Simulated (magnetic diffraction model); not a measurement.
**Moment size from magnetic intensity in TmCuSn2O6**

Space group Fm-3m (no. 225), a = 7.6870 Å.

| site | atom | x | y | z |
| --- | --- | --- | --- | --- |
| 4a | Tm | 0 | 0 | 0 |
| 8c | Sn | 1/4 | 1/4 | 3/4 |
| 4b | Cu | 1/2 | 0 | 0 |
| 24d | O | 3/4 | 0 | 3/4 |

This is a made-up structure (elements placed in a structure type, unrelaxed), so the numbers test the method and describe no known phase.

Only Tm is taken to order (form factors of Tm3+); orders and moment sizes are assumed, and not adapted to the symmetry. Radiation: neutrons of λ = 1.8 Å, 5° to 90°; isotropic B of 0.48 Å² (Tm), 0.63 Å² (Sn), 0.76 Å² (Cu) and 0.96 Å² (O). The intensities are simulated: I ∝ L Σ (|F_N|² + |F_M⊥|²) for unpolarised neutrons, with F_M = 2.695 fm/μB × Σ f(s) S exp(2πi Q·r) exp(−B s²) at Q = H ± k (one set where k and −k are equivalent), only the part normal to Q counting and L = 1/(sin²θ cos θ). For collinear order S is the moment m, which repeats by lattice and centring translations R with the sign exp(−2πi k·R). Form factors are spin-only for 3d ions and dipole or tabulated for f ions, scattering lengths are Sears's of 1992, and absorption is left out. A label names one of the reflections at its angle. The strongest nuclear line in the range is 100, and lines under 0.2 are left out.

In a first state the assumed order is k = (0 0 0), collinear moments along [100], 5.6 μB on Tm, with this pattern:

| 2θ (°) | index | nuclear | magnetic |
| --- | --- | --- | --- |
| 23.40 | (1 1 1) | 0.1 | 24.2 |
| 27.08 | (2 0 0) | 8.3 | 13.2 |
| 38.68 | (2 2 0) | 24.5 | 12.0 |
| 45.70 | (3 1 1) | 0.0 | 16.2 |
| 47.85 | (2 2 2) | 59.2 | 4.8 |
| 55.85 | (4 0 0) | 94.6 | 2.5 |
| 61.37 | (3 3 1) | 0.0 | 7.9 |
| 63.15 | (4 2 0) | 6.5 | 7.4 |
| 70.00 | (4 2 2) | 17.8 | 5.7 |
| 74.94 | (5 1 1) | 0.0 | 6.4 |
| 82.95 | (4 4 0) | 100.0 | 1.9 |
| 87.68 | (5 3 1) | 0.0 | 6.5 |
| 89.25 | (6 0 0) | 4.7 | 3.9 |

**Question.** Nearer the ordering temperature the line at 23.40° has total intensity 2.2 on the same scale, and all moments have shrunk alike. How large is the Tm moment?

The nuclear part, 0.1, stays, so the magnetic part is 2.2 against 24.2. It goes as m², so m = 5.6 × √(2.2/24.2) = 1.69 μB; the value used was 1.68 μB.
